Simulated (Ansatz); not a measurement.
# Photoemission of Si(111) with CH3 on 50 % of the top atoms and H on the rest, part 3 of 4

What would XPS and angle-resolved spectra of Si(111) with CH3 on 50 % of the top atoms and H on the rest look like?

Ansatz 0.2.0; DFT, PBE, plane-wave PAW, scalar-relativistic; PAW set soft_1.

So far: Set-up; Relaxing the atoms; Bands by layer.

## (3) Bands by layer (continued)

The DOS has structure finer than the step of the table below, so its rows give means over 0.5 eV, whole bins alone (the curve runs from -15.1 to 4.62 eV). Peaks (eV: height): total -2.28: 26.8, -1.68: 27.0, 3.52: 26.8, 4.32: 41.2; Si 3p -2.88: 20.3, -2.28: 24.4, -1.68: 24.4, 4.22: 20.7; Si 3s -10.58: 8.27, -9.48: 9.48, -8.98: 11.4, -6.58: 9.82; H 1s -12.98: 3.06, -5.58: 4.06, -3.98: 3.50, -3.48: 2.38; C 2p -5.58: 5.67, -3.48: 2.04.

The DOS by E, zero at the valence-band maximum; means over each step; values in states/eV/cell:

```
E (eV)    total    Si 3p    Si 3s     H 1s     C 2p     C 2s
 -14.0        0        0        0        0        0        0
 -13.5    0.981   0.0566   0.0917    0.334   5.1e-4    0.480
 -13.0     6.85    0.405    0.549     2.35  0.00569     3.44
 -12.5    0.168  0.00986   0.0114   0.0579   9.7e-5   0.0860
 -12.0  0.00928   5.0e-4  0.00838   2.1e-4   2.5e-5   6.0e-5
 -11.5     1.41    0.164     1.19   0.0287  0.00352  0.00739
 -11.0     2.38    0.362     1.91   0.0601  0.00830   0.0138
 -10.5     6.97     1.51     5.12    0.207   0.0311   0.0349
 -10.0     5.41     1.26     3.80    0.238   0.0379   0.0255
  -9.5     10.4     2.62     7.32    0.296   0.0615   0.0306
  -9.0     11.1     2.90     7.42    0.552    0.131   0.0356
  -8.5     5.16     1.47     3.34    0.254   0.0578  0.00958
  -8.0     5.53     1.51     3.31    0.507    0.132   0.0164
  -7.5     5.22     1.74     2.81    0.462    0.153  0.00740
  -7.0     4.27     1.62     2.00    0.372    0.232  0.00406
  -6.5     16.4     7.33     6.31     1.55     1.00  0.00757
  -6.0     12.2     3.55     2.91     2.38     3.16  0.00581
  -5.5     13.4     2.95     2.39     3.44     4.46  0.00834
  -5.0     6.28     2.14     1.29     1.28     1.49  0.00174
  -4.5     3.27     2.05    0.674    0.384    0.115   8.3e-4
  -4.0     15.9     11.8    0.795     2.49    0.600  0.00844
  -3.5     16.8     11.8     1.58     1.77     1.36   0.0250
  -3.0     16.7     14.5    0.544    0.944    0.529   0.0198
  -2.5     16.8     14.8    0.746    0.695    0.406   0.0185
  -2.0     16.9     15.6    0.619    0.359    0.172   0.0116
  -1.5     16.8     15.2    0.506    0.614    0.224   0.0247
  -1.0     9.89     9.15    0.106    0.358    0.111   0.0138
  -0.5     3.58     3.50   4.4e-4   0.0120  0.00265   4.0e-5
   0.0     1.11     1.07   1.8e-4  0.00352   5.6e-4   1.1e-5
   0.5  0.00674  0.00627   1.5e-4   2.3e-5        0        0
   1.0     2.45     1.38    0.645   0.0355  0.00649  0.00615
   1.5     3.66     2.00    0.953   0.0780   0.0195   0.0157
   2.0     13.9     7.58     3.46    0.453   0.0935   0.0820
   2.5     15.6     8.59     3.40    0.583    0.104    0.125
   3.0     18.6     10.2     3.38    0.790    0.114    0.208
   3.5     23.5     14.2     2.46     1.43    0.150    0.227
   4.0     23.0     11.4     2.32     1.26    0.141    0.179
```

This run's widths, added to any smearing of the DOS itself: Gaussian 0.15 eV, Lorentzian 0.05 eV plus 0.08 an eV of depth. The intensity by binding energy, zero at the valence-band maximum; values in % of the maximum within 13 eV:

| binding energy (eV) | 21.2 eV | 60 eV | 1486.7 eV | 2984.3 eV | 5414.7 eV |
| --- | --- | --- | --- | --- | --- |
| -1 | 0.655 | 1.14 | 1.38 | 1.12 | 0.996 |
| 0 | 2.09 | 6.09 | 6.49 | 4.07 | 2.85 |
| 1 | 11.9 | 32.4 | 32.3 | 19.2 | 12.7 |
| 2 | 18.0 | 48.5 | 53.8 | 35.1 | 25.7 |
| 3 | 31.0 | 57.2 | 54.0 | 36.3 | 27.4 |
| 4 | 38.9 | 50.6 | 47.8 | 35.2 | 28.9 |
| 5 | 51.4 | 53.8 | 37.1 | 33.6 | 31.9 |
| 6 | 78.3 | 82.7 | 67.3 | 63.2 | 61.4 |
| 7 | 20.9 | 31.3 | 63.3 | 61.2 | 60.2 |
| 8 | 11.1 | 21.3 | 63.9 | 63.4 | 63.1 |
| 9 | 10.3 | 27.0 | 99.4 | 99.4 | 99.3 |
| 10 | 6.80 | 20.4 | 78.1 | 78.3 | 78.5 |
| 11 | 3.04 | 12.3 | 43.9 | 44.0 | 44.1 |
| 12 | - | 10.9 | 17.2 | 16.2 | 15.6 |
| 13 | - | 33.6 | 23.6 | 18.6 | 15.9 |
| 14 | - | 10.1 | 8.14 | 6.68 | 5.92 |
| 15 | - | 3.23 | 3.32 | 2.89 | 2.67 |

Maxima picked by a test of local sharpness, so broad peaks and shoulders can be missing; peaks within 0.45 eV of a curve's cut are left out. Valence peaks, by row, the first 40 of 43 rows:

```csv
photon energy (eV),binding energy (eV),height (% of the maximum within 13 eV),main shell,its share (%)
21.2,8.902,10.42,H 1s,33.95
21.2,5.602,100,C 2p,64.72
21.2,3.552,47.99,C 2p,49.35
21.2,2.802,33.87,C 2p,39.45
21.2,1.702,23.43,Si 3p,47.95
21.2,1.252,19.91,Si 3p,36.7
21.2,0.4022,4.998,Si 3p,71.18
60,13.05,33.95,C 2s,78.1
60,9.002,27.07,Si 3s,59.31
60,5.602,100,C 2p,68.44
60,3.502,68.12,Si 3p,48.34
60,2.852,61.84,Si 3p,66.47
60,2.302,56.92,Si 3p,79.38
60,1.702,60.85,Si 3p,81.8
60,1.252,41.95,Si 3p,76.36
60,0.4022,17.23,Si 3p,92.41
1487,13,23.69,C 2s,61.97
1487,9.052,100,Si 3s,93.05
1487,7.252,62.09,Si 3s,88.41
1487,6.552,91.55,Si 3s,83.75
1487,3.502,60.79,Si 3p,54.68
1487,2.852,58.52,Si 3p,73.72
1487,2.252,63.4,Si 3p,75.51
1487,1.702,65.74,Si 3p,78.89
1487,0.4022,17.76,Si 3p,92.24
2984,13,18.63,C 2s,53.25
2984,9.052,100,Si 3s,96.14
2984,7.302,60.57,Si 3s,93.66
2984,6.552,87.43,Si 3s,90.79
2984,3.502,46.06,Si 3s,59.53
2984,2.802,39.13,Si 3p,59.81
2984,2.252,42.01,Si 3p,62.31
2984,1.702,42.4,Si 3p,66.84
2984,0.4022,10.34,Si 3p,86.53
5415,13,15.97,Si 3s,51.95
5415,9.052,100,Si 3s,97.68
5415,7.302,59.82,Si 3s,96.23
5415,6.552,85.46,Si 3s,94.5
5415,3.502,38.74,Si 3s,71.93
5415,2.802,29.46,Si 3s,52.78
```

From the valence-band maximum. Table of planar mean, electrostatic potential by z:

```csv
z (Å),"planar mean, electrostatic potential (eV)"
0.0,4.41
0.5,4.50
1.0,4.60
1.5,4.67
2.0,4.67
2.5,4.67
3.0,4.67
3.5,4.67
4.0,4.67
4.5,4.67
5.0,4.66
5.5,4.64
6.0,4.53
6.5,4.01
7.0,2.28
7.5,1.81
8.0,-3.69
8.5,-7.51
9.0,-9.41
9.5,-5.42
10.0,-0.0602
10.5,2.01
11.0,-1.97
11.5,-6.29
12.0,-9.99
12.5,-6.33
13.0,-2.07
13.5,2.00
14.0,0.0502
14.5,-5.36
15.0,-9.32
15.5,-7.61
16.0,-3.88
16.5,1.59
17.0,1.38
17.5,-0.261
18.0,0.294
18.5,3.48
19.0,4.05
19.5,4.16
20.0,4.18
20.5,4.18
21.0,4.18
21.5,4.18
22.0,4.18
22.5,4.18
23.0,4.18
23.5,4.18
24.0,4.27
24.5,4.37
```

Shapes are the site's partial DOS without matrix elements, which overweights lines from ligand s bands. Table of intensity by emission energy less the core level's binding energy, zero at the valence-band maximum; read off at these points; 7 of 9 lines; values in % of the unpolarised maximum:

```
emission energy less the core level's binding energy (eV)    C K  C K, E along x  C K, E along y  C K, E along z  Si K-beta  Si K-beta, E along x  Si K-beta, E along y
                                                   -15.00  0.245           0.256           0.247           0.231      0.789                 0.729                 0.729
                                                   -14.50  0.279           0.293           0.277           0.267      0.959                 0.854                 0.855
                                                   -14.00  0.325           0.346           0.312           0.318       1.23                  1.03                  1.03
                                                   -13.50  0.393           0.429           0.356           0.394       1.64                  1.29                  1.29
                                                   -13.00  0.469           0.508           0.408           0.490       2.03                  1.61                  1.59
                                                   -12.50  0.535           0.534           0.472           0.598       2.27                  1.99                  1.96
                                                   -12.00  0.646           0.580           0.556           0.802       2.77                  2.66                  2.65
                                                   -11.50  0.856           0.672           0.670            1.23       3.94                  3.94                  3.96
                                                   -11.00   1.20           0.811           0.832            1.97       5.87                  6.03                  6.07
                                                   -10.50   1.70            1.01            1.06            3.02       8.37                  8.76                  8.80
                                                   -10.00   2.37            1.32            1.38            4.42       11.0                  11.7                  11.7
                                                    -9.50   3.24            1.78            1.80            6.13       13.5                  14.6                  14.6
                                                    -9.00   4.29            2.43            2.38            8.07       14.7                  16.0                  16.0
                                                    -8.50   5.28            3.39            3.18            9.26       14.5                  15.8                  15.8
                                                    -8.00   6.94            5.33            4.62            10.9       14.4                  15.6                  15.6
                                                    -7.50   10.3            10.4            7.93            12.5       16.4                  17.2                  17.1
                                                    -7.00   19.4            25.7            17.6            14.9       22.3                  21.9                  21.7
                                                    -6.50   42.3            59.2            47.3            20.4       28.4                  26.4                  26.5
                                                    -6.00   81.6            96.4             128            20.6       27.7                  25.9                  26.4
                                                    -5.68   99.2             109             164            25.4       26.4                  24.3                  24.7
                                                    -5.58   99.7             112             159            27.6       26.1                  23.8                  24.1
                                                    -5.50   97.7             115             149            29.2       25.9                  23.4                  23.6
                                                    -5.38   91.8             116             128            31.0       25.7                  22.9                  23.1
                                                    -5.00   56.2            86.3            54.7            27.7       26.3                  23.8                  23.7
                                                    -4.50   23.2            27.3            17.6            24.7       36.9                  34.1                  33.7
                                                    -4.00   25.9            11.8            11.4            54.6       60.5                  54.8                  54.4
                                                    -3.58   34.6            8.27            9.07            86.5       74.3                  69.3                  69.2
                                                    -3.50   34.2            7.90            8.66            86.0       76.2                  71.8                  71.7
                                                    -3.00   23.2            5.90            6.50            57.2       88.1                  84.7                  84.8
                                                    -2.50   15.4            4.27            4.41            37.6       96.4                  97.8                  97.9
                                                    -2.00   9.07            3.68            3.57            20.0      100.0                   103                   103
                                                    -1.50   8.33            2.76            2.47            19.8       89.7                  89.3                  89.4
                                                    -1.00   4.82            1.73            1.43            11.3       61.7                  67.5                  67.6
                                                    -0.50   1.48            1.11           0.940            2.40       35.3                  44.0                  43.9
                                                     0.00  0.921           0.775           0.711            1.28       18.5                  23.5                  23.3
                                                     0.50  0.688           0.587           0.577           0.901       8.29                  9.79                  9.71
                                                     1.00  0.556           0.491           0.488           0.689       4.76                  5.27                  5.25
```

Sums over each group's atoms; left-over states aren't shared out by site. Site centres, by row:

```
       group  element  shell  occupied states  centre of occupied part (eV)  centre up to the window's top (eV)
   adsorbate        C     2s            2.167                        -12.57                              -9.682
   adsorbate        C     2p            7.242                         -5.22                              -4.772
   adsorbate        H     1s            6.888                        -6.826                              -4.985
     layer 1       Si     3s            4.663                        -8.156                              -5.409
     layer 1       Si     3p            10.47                        -3.875                              -1.358
     layer 2       Si     3s            4.833                        -7.858                              -5.062
     layer 2       Si     3p            11.17                        -3.546                              -1.233
     layer 3       Si     3s            4.831                        -7.879                              -5.028
     layer 3       Si     3p            11.02                        -3.645                               -1.22
      middle       Si     3s            4.831                         -7.88                               -5.01
      middle       Si     3p            11.03                        -3.642                              -1.224
other layers       Si     3s            9.523                        -8.016                              -5.217
other layers       Si     3p            21.88                        -3.612                              -1.224
other layers        H     1s            4.113                         -5.05                              -3.005
```

Window up to 4.6 eV. Shell moments, by row:

```csv
element,shell,occupied states an atom,centre of occupied part (eV),rms width of occupied part (eV),centre up to the window's top (eV),rms width up to the window's top (eV)
C,2s,1.084,-12.57,1.956,-9.682,6.382
C,2p,3.621,-5.22,1.439,-4.772,2.376
H,1s,0.9167,-6.162,3.224,-4.206,4.836
Si,3s,1.195,-7.966,2.337,-5.154,5.222
Si,3p,2.732,-3.653,2.5,-1.246,3.919
```

Recipe: projected DOS times atomic cross section and asymmetry factor (unpolarised light, 54.7° from the beam), occupied states only, Fermi edge at 300 K, a Lorentzian width of 0.05 eV growing by 0.08 eV per eV of binding energy, and a resolution of 0.15 eV. Each atom is damped by exp[−depth/(λ cos θ)], θ = 0° from the normal, λ from the universal curve. Curves are cut 10 eV under the photon energy, above any shell that the free atom's threshold puts out of reach, or at the lower edge of the window: 11.2 eV at 21.2 eV, 15.1 eV at 60 eV, 15.1 eV at 1486.7 eV, 15.1 eV at 2984.3 eV and 15.1 eV at 5414.7 eV. Matrix elements of the solid and inelastic losses aren't modelled, nor non-dipole terms, which matter above 3 keV.

Share of each shell in the spectrum's area (%), by photon energy:

```
shell  21.2 eV  60 eV  1486.7 eV  2984.3 eV  5414.7 eV
 C 2s      0.2   10.1        4.0        3.1        2.4
 C 2p     48.3   29.4        0.4        0.2        0.1
 H 1s     32.7    8.4        0.2        0.1        0.1
Si 3s      5.0   16.8       69.2       80.5       87.4
Si 3p     13.7   35.3       26.2       16.2       10.1
```

Cross sections used, in Mb an electron:

| shell | 21.2 eV | 60 eV | 1486.7 eV | 2984.3 eV | 5414.7 eV |
| --- | --- | --- | --- | --- | --- |
| C 2s | 0.58 | 0.38 | 3.1e-4 | 4.2e-5 | 6.8e-6 |
| C 2p | 2.7 | 0.33 | 9.8e-6 | 6.3e-7 | 5.9e-8 |
| H 1s | 1.9 | 0.092 | 3.0e-6 | 2.9e-7 | 3.7e-8 |
| Si 3s | 0.13 | 0.15 | 5.3e-4 | 1.0e-4 | 2.1e-5 |
| Si 3p | 0.15 | 0.13 | 8.8e-5 | 8.8e-6 | 1.1e-6 |

Regions along c: top from 15.1 to 21.9 Å, middle from 9.7 to 15.1 Å, bottom from 3.0 to 9.6 Å.

States with weight above 0.08 nearest the zero at K of the zone, within the window kept, -7.4 to 4.9 eV (levels that the program groups as degenerate share a row):

```
E (eV)  weight, total  weight, top  weight, middle  weight, bottom
 -3.64           0.88         0.24            0.24            0.39
 -3.42           0.13         0.05            0.04            0.04
 -3.04           0.93         0.22            0.46            0.24
 -2.28           0.99         0.07            0.64            0.27
 -2.25           0.93         0.22            0.62            0.08
  2.34           0.93         0.14            0.66            0.13
  2.53           0.87         0.12            0.50            0.23
  2.60           0.82         0.17            0.47            0.18
  2.63           0.12         0.02            0.06            0.03
  2.70           0.21         0.04            0.11            0.05
```

States with weight above 0.08 nearest the zero at Γ of the zone, within the window kept, -7.4 to 4.9 eV (levels that the program groups as degenerate share a row):

```csv
E (eV),"weight, total","weight, top","weight, middle","weight, bottom"
-1.22,0.97,0.18,0.57,0.21
-0.86,1.00,0.08,0.74,0.16
-0.86,1.00,0.08,0.74,0.17
-0.45,0.99,0.23,0.33,0.41
-0.43,0.99,0.23,0.33,0.42
-0.01,1.00,0.17,0.54,0.28
0.00,1.00,0.18,0.54,0.27
1.82,0.96,0.16,0.64,0.15
2.10,0.40,0.11,0.14,0.14
2.17,0.62,0.15,0.23,0.23
```

States with weight above 0.08 nearest the zero at M of the zone, within the window kept, -7.4 to 4.9 eV (levels that the program groups as degenerate share a row):

```csv
E (eV),"weight, total","weight, top","weight, middle","weight, bottom"
-1.87,0.47,0.09,0.27,0.11
-1.86,0.55,0.12,0.22,0.20
-1.31,0.49,0.08,0.27,0.14
-1.28,0.51,0.10,0.28,0.12
1.10,0.48,0.06,0.34,0.08
1.12,0.52,0.05,0.37,0.09
1.68,0.71,0.12,0.40,0.17
1.70,0.24,0.04,0.14,0.05
1.77,0.72,0.16,0.27,0.28
1.78,0.33,0.09,0.10,0.14
```

The largest force component on a free atom is 0.008 eV/Å, so the atoms are at rest for these settings too.

(Continued in part 4 of 4.)

[Logs are printed without paths, hosts, clocks, repeated set-up lines and the standing remarks that a program may print on its own settings, such as how far it seeks lower states.]

[Hosts, paths, dates, database ids (printed as entryN), source tags and the programs' standing remarks are cut or masked in the printed files.]

[Maps of the electrostatic potential energy from Ansatz leave out the sawtooth potential of an applied field or a dipole correction, so their vacuum need not be flat; work functions include it.]
